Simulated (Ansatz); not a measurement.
# Optical response of KF (Carobbiite)

Aim: the dielectric function of KF (Carobbiite), and the optical constants that follow from it.

Program: Ansatz 0.2.0. Level of theory: DFT, PBE, plane-wave PAW, default files, scalar-relativistic, independent-particle optical response without local fields. Results are calculated unless marked as measured.

## Step 1: The starting structure

Symmetry: Fm-3m, No. 225, cubic system. The conventional cell has a = 5.344 Å, b = 5.344 Å, c = 5.344 Å, α = 90.00°, β = 90.00°, γ = 90.00°. Nearest to K lie 6 F at 2.67 Å. F has 6 K at 2.67 Å nearest. Farther neighbours and most contacts between anions are not listed.

## Step 2: Ground state and bands

The self-consistent density comes first; it also tells whether there is a gap, which decides the occupations and the need for a Drude term.

This step: DFT, PBE, plane-wave PAW, default files, scalar-relativistic, ground state (Ansatz 0.2.0).

input.yaml reads:

```yaml
crystal:
  lattice:
    - [0.0, 2.67185, 2.67185]
    - [2.67185, 0.0, 2.67185]
    - [2.67185, 2.67185, 0.0]
  atoms:
    - { symbol: K, position: [0.0, 0.0, 0.0] }
    - { symbol: F, position: [0.5, 0.5, 0.5] }
kpoints:
  mp_grid: { grid: [7, 7, 7] }
  band_path:
    path:
      - [[0.0, 0.0, 0.0], [0.5, 0.0, 0.5], [0.5, 0.25, 0.75], [0.375, 0.375, 0.75], [0.0, 0.0, 0.0], [0.5, 0.5, 0.5], [0.625, 0.25, 0.625], [0.5, 0.25, 0.75], [0.5, 0.5, 0.5], [0.375, 0.375, 0.75]]
      - [[0.625, 0.25, 0.625], [0.5, 0.0, 0.5]]
    npoints: 6
scf:
  occupations: { method: fermi_dirac, width: 0.05 }
  n_extra_bands: 6
hamiltonian:
  xc: pbe
  pseudopotentials: { kind: paw }
output:
  forces: true
  stress: true
  populations: true
  write_bands: true
  write_density: true
  write_potential: true
  elf: true
  volumetric_format: npy
```

On the command line:

```console
> ansatz run input.yaml --threads 4 --pin off --max-ram 8192MiB --backend cpu --events-out ev --progress --plain --runs-dir out
```

Numbers of over 12 decimals in the logs are rounded to 6 here.

What it wrote:

```text
scf.n_extra_bands = 6 over 8 filled bands (N_el = 16.0): the run solves 14 bands
Engine: ansatz 0.2.0, x86_64-unknown-linux-gnu
Pseudopotentials: kind: paw
Pseudopotential: K, paw, valence charge 9, recommended cutoff 420 eV (normal), K.paw.azcp
Pseudopotential: F, paw, valence charge 7, recommended cutoff 420 eV (normal), F.paw.azcp
Functional definition: PBE
  parameter kappa = 0.804
  parameter beta = 0.066725
  exchange = pbe_x(kappa = kappa, mu = beta*pi^2/3)
  correlation = pbe_c(beta = beta)
Crystal: 2 atoms, lattice volume = 38.148 Å³
Basis set: ecut = 420 eV, 725 PW (Γ), exchange–correlation on 54×54×54 points (8 copies of the dense FFT grid, shifted against one another)
Bands: 14, of which v1, the nominal top of the filled ones, is band 8 counted from 1 (7 counted from 0)
Symmetry: 48 space group operations
Space group: Fm-3m (ITA 225), of the structure as read, at distance tolerance 3.4e-5 Å
k-points: 20 of 343
Non-local potential: K, projectors of the file, l = 0: 3, l = 1: 2, l = 2: 2
Non-local potential: F, projectors of the file, l = 0: 2, l = 1: 2, l = 2: 1
PAW form: soft (Blöchl's): semilocal exchange-correlation on the pseudo side does not see the compensation charge
PAW one-centre angular grid: K, 110 points (default); XC on 64 Gauss nodes
PAW one-centre angular grid: F, 110 points (default); XC on 64 Gauss nodes
Initial density: superposition of atomic densities (neutral atoms: chi_scale 0, normalization atom), corrected by the library's trained network
Initial wavefunctions: pseudopotential atomic-orbital guess
Functional: x = pbe(κ = 0.804, μ = 0.219515), c = pbe(β = 0.066725)
SCF iter   1: F=—  HF=-2348.795997 eV  |F-HF|=—  |Δ(HF+E_count)|=         —  Δρ=9.32e-4  dr2=2.00e-4  ethr=1.77e-3  ⟨swp⟩=6.2  Hψ=1757  notcnv=0
preconditioner: auto → none  [insulator: Δε(μ)=6.179 eV  Ē_g=18.614 eV  σ=0.050 eV  W_gap=1.00  n_scr=14 (ndim 8)  ℏωp=22.5 eV  f_vac=0.122  D(μ)=0.00/eV (n_scr^D=0)  ε∞_Penn≈2.5]
SCF iter   2: F=—  HF=-2348.796166 eV  |F-HF|=—  |Δ(HF+E_count)|=   1.68e-4  Δρ=1.59e-3  dr2=7.29e-4  ethr=1.25e-6  ⟨swp⟩=2.1  Hψ=599  notcnv=0  defer=4
SCF iter   3: F=—  HF=-2348.796019 eV  |F-HF|=—  |Δ(HF+E_count)|=   1.47e-4  Δρ=6.51e-4  dr2=1.38e-4  ethr=1.25e-6  ⟨swp⟩=2.0  Hψ=348  notcnv=0  defer=4
SCF iter   4: F=—  HF=-2348.795981 eV  |F-HF|=—  |Δ(HF+E_count)|=   3.78e-5  Δρ=1.74e-4  dr2=7.65e-6  ethr=8.63e-7  ⟨swp⟩=2.0  Hψ=303  notcnv=0  defer=4
SCF iter   5: F=—  HF=-2348.796048 eV  |F-HF|=—  |Δ(HF+E_count)|=   6.74e-5  Δρ=7.39e-4  dr2=1.65e-4  ethr=4.78e-8  ⟨swp⟩=2.8  Hψ=468  notcnv=0  defer=4
SCF iter   6: F=—  HF=-2348.796012 eV  |F-HF|=—  |Δ(HF+E_count)|=   3.61e-5  Δρ=3.21e-4  dr2=3.22e-5  ethr=4.78e-8  ⟨swp⟩=2.0  Hψ=388  notcnv=0  defer=4
SCF iter   7: F=—  HF=-2348.796004 eV  |F-HF|=—  |Δ(HF+E_count)|=   7.82e-6  Δρ=1.15e-4  dr2=4.12e-6  ethr=4.78e-8  ⟨swp⟩=2.0  Hψ=388  notcnv=0  defer=4
SCF iter   8: F=—  HF=-2348.796003 eV  |F-HF|=—  |Δ(HF+E_count)|=   1.08e-6  Δρ=2.92e-5  dr2=2.64e-7  ethr=2.57e-8  ⟨swp⟩=2.0  Hψ=298  notcnv=0  defer=4
SCF iter   9: F=-2348.796003 eV  HF=-2348.796003 eV  |F-HF|=3.52e-8  |Δ(HF+E_count)|=   6.23e-8  Δρ=1.13e-5  dr2=3.96e-8  ethr=6.25e-10  ⟨swp⟩=8.4  Hψ=1715  notcnv=0
SCF 1 converged in 9 iterations: F = -2348.796003 eV  dr2 = 3.96e-8
  greatest PAW one-centre occupation: 0.988 electrons in one spin orbital (limit 2), on the K atom at site 0 (counted from 0), in its partial waves of l = 0
NSCF: frozen V_eff on 62 k-points
SCF converged after 9 iterations
Free energy (F): -2348.796003 eV
Harris-Foulkes:  -2348.796003 eV  (|F-HF|=3.52e-8)
Internal energy: -2348.796003 eV  (E = F + TS)
E sigma→0 (E₀):  -2348.796003 eV
Fermi energy:    4.650274 eV
--- Per-component energies (eV) ---
  E_band       = -125.163434
  E_kinetic    = 462.342369
  E_local      = -1111.071266  (includes V_loc(G=0)·N_el)
  E_nonlocal   = 85.952640
  E_hartree    = 400.710340
  E_xc         = -216.472388
  E_vxc        = -269.093675  (∫ρ·V_xc dr)
  E_paw        = -982.197825  (= ΣΔE_a)
  E_vpaw       = -94.711181  (= ΣTr[D̂ρ^β])
  E_aug_tail   = 0.002067  (compensation charges beyond the density's cutoff)
  E_ewald      = -988.061939
  E_smearing   = -0.000000  (= −TS)
  E_closure    = -0.000000  (closes the sum)
  Σ components = -2348.796003   (vs F -2348.796003, Δ=0.00e0)
--- Forces (eV/Å), atoms counted from 1 ---
  atom   1  K     -0.00000000     0.00000000    -0.00000000
  atom   2  F      0.00000000    -0.00000000    -0.00000000
  max |Σ_I F_I| component: 2.46e-29 eV/Å
--- Stress (GPa, compression-positive) ---
        1.380118       0.000000       0.000000
       -0.000000       1.380118      -0.000000
        0.000000       0.000000       1.380118
  P = ⅓ Tr σ = 1.3801 GPa (13.801 kbar)
--- Band table (eV; the first three rows and the last of 20) ---
  k-point 0: bands = [... 4 lower, -7.9124, 1.4612, 1.4612, 1.4612, 7.6430, 12.1368, 12.1368, 12.1368, ... 2 higher]
  k-point 1: bands = [... 4 lower, -7.9194, 1.2840, 1.3934, 1.3934, 8.1997, 11.8348, 12.4019, 12.4019, ... 2 higher]
  k-point 2: bands = [... 4 lower, -7.9349, 0.9413, 1.2452, 1.2452, 9.5034, 11.5185, 13.0060, 13.0060, ... 2 higher]
  k-point 19: bands = [... 4 lower, -8.0067, 1.0480, 1.2708, 1.2853, 10.8653, 11.5795, 12.6929, 14.8584, ... 2 higher]
--- Löwdin populations: 2 sites ---
  site symbol       q [e]
     0      K      8.1417
     1      F      7.7801
  spilling = 0.004886 (of n_electrons = 16.000000)
```

Elapsed: 0.52 s, on 4 threads of Intel Xeon Platinum 8375C at 2.90GHz (Ice Lake), shared host; peak memory 0.35 GiB.

The column dr2 measures how far the density is from self-consistency, as an energy; F and HF (Harris–Foulkes) agree once it is small.

Numbers from this step:

* free energy: -2348.7960 eV
* Fermi energy: 4.650 eV
* gap by band count: 6.182 eV
* electrons: 16
* symmetry operations: 48
* pressure: 1.380 GPa
* gap on the k-mesh: 6.182 eV
* volume: 38.15 Å³
* gap on the path: 6.182 eV
* least direct gap on the path: 6.182 eV

There is a gap, 6.18 eV on the path, so no carriers' term is needed. The cell is left with a pressure of 1.4 GPa, as it stands unrelaxed at this level.

The electronic bands at the labelled points (eV, zero at the Fermi level; v1 is the highest filled band, c1 the lowest empty one):

```
    point     v3     v2     v1    c1    c2    c3     c4
        Γ  -3.19  -3.19  -3.19  2.99  7.49  7.49   7.49
  halfway  -3.67  -3.24  -3.24  4.80  5.99  8.92   8.92
        X  -3.40  -3.25  -3.25  5.03  7.12  8.62  10.31
  halfway  -3.42  -3.39  -3.28  5.45  7.53  7.86  10.29
        W  -3.59  -3.35  -3.35  6.55  6.55  8.00  10.15
  halfway  -3.56  -3.37  -3.36  5.99  7.20  7.93  10.23
        K  -3.53  -3.38  -3.38  5.77  7.54  7.88  10.31
  halfway  -3.73  -3.46  -3.27  5.04  6.64  8.43   8.52
        Γ  -3.19  -3.19  -3.19  2.99  7.49  7.49   7.49
  halfway  -3.62  -3.37  -3.37  4.50  6.90  8.20   8.20
        L  -3.98  -3.54  -3.54  5.89  7.42  8.85   8.85
  halfway  -3.80  -3.49  -3.46  6.12  7.04  8.57   9.28
        U  -3.53  -3.38  -3.38  5.77  7.54  7.88  10.31
  halfway  -3.56  -3.37  -3.36  5.99  7.20  7.93  10.23
        W  -3.59  -3.35  -3.35  6.55  6.55  8.00  10.15
  halfway  -3.76  -3.47  -3.44  6.22  6.91  8.47   9.47
        L  -3.98  -3.54  -3.54  5.89  7.42  8.85   8.85
  halfway  -3.80  -3.49  -3.46  6.12  7.04  8.57   9.28
        K  -3.53  -3.38  -3.38  5.77  7.54  7.88  10.31
jump to U  -3.53  -3.38  -3.38  5.77  7.54  7.88  10.31
  halfway  -3.40  -3.33  -3.29  5.24  7.35  8.22  10.32
        X  -3.40  -3.25  -3.25  5.03  7.12  8.62  10.31
```

The electronic bands as a text plot (rows in eV, shown from -4.0 to 9.0 only):

```
    8.7 |    +  +++        ++++        ++++++        +++++++    +
    8.2 |  ++      + +++  +  +++      +      ++  ++++       +  +
    7.6 |++         +   ++      ++++++   +     ++       +    ++
    7.1 | +      +++ + +  +    +++ ++++++ +++++ ++   +++ ++++  ++
    6.6 |  ++   +     +    ++++                   +++
    6.0 |    +++    ++ ++++++           ++++++++++   +++++++++
    5.5 |     ++   +                   +                      ++
    4.9 |    +  +++          ++                                 +
    4.4 |                             +
    3.9 |  ++                  +    ++
    3.3 | +                     ++ +
    2.8 |+                        +
    2.2 |
    1.7 |
    1.2 |
    0.6 |
    0.1 |
   -0.5 |
   -1.0 |
   -1.5 |
   -2.1 |
   -2.6 |
   -3.2 |******************************      ********       *****
   -3.7 |  ******   ************      *************************
         Γ       X    W  K        Γ      L     U  W     L   K|U X
```

Valence density in the ac plane of the conventional cell at fractional y = 0.000, with atoms of K and F within 0.2 Å of it. It is the smooth field of the valence electrons, not physical close to the nuclei.

Values in e/Å³, 15 rows by 15 columns, each cell a mean:
```
 4  3  1  0  0  1  4  9  6  1  0  0  0  2  4
 2  1  0  0  0  0  1  2  2  1  0  0  0  1  2
 1  0  0  0  0  0  0  0  0  0  0  0  0  0  0
 0  0  0  0  0  0  0  0  0  0  0  0  0  0  0
 0  0  0  0  0  0  0  1  0  0  0  0  0  0  0
 2  1  0  0  0  0  1  2  2  1  0  0  0  1  1
 8  3  1  0  0  1  3  4  4  2  0  0  0  2  6
12  5  1  0  0  1  3  4  4  2  1  0  0  2  9
 5  2  0  0  0  1  2  3  3  1  0  0  0  1  4
 1  0  0  0  0  0  1  1  1  0  0  0  0  0  1
 0  0  0  0  0  0  0  0  0  0  0  0  0  0  0
 0  0  0  0  0  0  0  0  0  0  0  0  0  0  0
 1  1  0  0  0  0  0  1  1  0  0  0  0  0  1
 3  2  1  0  0  0  2  5  3  1  0  0  0  1  3
 4  3  1  0  0  1  5 12  8  2  0  0  1  2  4
```

ELF in the ac plane of the conventional cell at fractional y = 0.000, with atoms of K and F within 0.2 Å of it. It is the smooth field of the valence electrons, not physical close to the nuclei.

Values, 15 rows by 15 columns, each cell a mean:
```
0.75 0.85 0.76 0.24 0.17 0.64 0.78 0.67 0.75 0.76 0.39 0.10 0.55 0.85 0.79
0.86 0.83 0.61 0.14 0.12 0.50 0.73 0.77 0.77 0.64 0.28 0.06 0.38 0.77 0.85
0.58 0.47 0.23 0.04 0.05 0.21 0.36 0.43 0.40 0.28 0.10 0.02 0.13 0.38 0.55
0.11 0.08 0.04 0.01 0.01 0.04 0.08 0.11 0.10 0.06 0.02 0.01 0.02 0.06 0.10
0.41 0.34 0.20 0.05 0.04 0.23 0.46 0.56 0.52 0.36 0.12 0.02 0.10 0.28 0.39
0.77 0.72 0.48 0.11 0.14 0.61 0.83 0.86 0.85 0.75 0.36 0.06 0.28 0.64 0.76
0.68 0.78 0.63 0.16 0.25 0.77 0.85 0.75 0.79 0.85 0.52 0.10 0.40 0.77 0.75
0.58 0.77 0.65 0.18 0.28 0.79 0.83 0.64 0.75 0.86 0.56 0.11 0.43 0.77 0.67
0.77 0.78 0.57 0.14 0.21 0.72 0.86 0.83 0.85 0.83 0.46 0.08 0.36 0.73 0.78
0.66 0.58 0.35 0.07 0.10 0.45 0.72 0.79 0.77 0.61 0.23 0.04 0.21 0.50 0.64
0.19 0.15 0.08 0.02 0.02 0.10 0.21 0.28 0.25 0.14 0.04 0.01 0.05 0.12 0.17
0.26 0.20 0.09 0.02 0.02 0.07 0.14 0.18 0.16 0.11 0.05 0.01 0.04 0.14 0.24
0.78 0.70 0.43 0.09 0.08 0.35 0.57 0.65 0.63 0.48 0.20 0.04 0.23 0.61 0.76
0.83 0.86 0.70 0.20 0.15 0.58 0.78 0.77 0.78 0.72 0.34 0.08 0.47 0.83 0.85
0.65 0.83 0.78 0.26 0.19 0.66 0.77 0.58 0.68 0.77 0.41 0.11 0.58 0.86 0.75
```

(Continued in part 2 of 2.)

[Logs are printed without paths, hosts, clocks, repeated set-up lines and the standing remarks that a program may print on its own settings, such as how far it seeks lower states.]

[Hosts, paths, dates, database ids (printed as entryN), source tags and the programs' standing remarks are cut or masked in the printed files.]
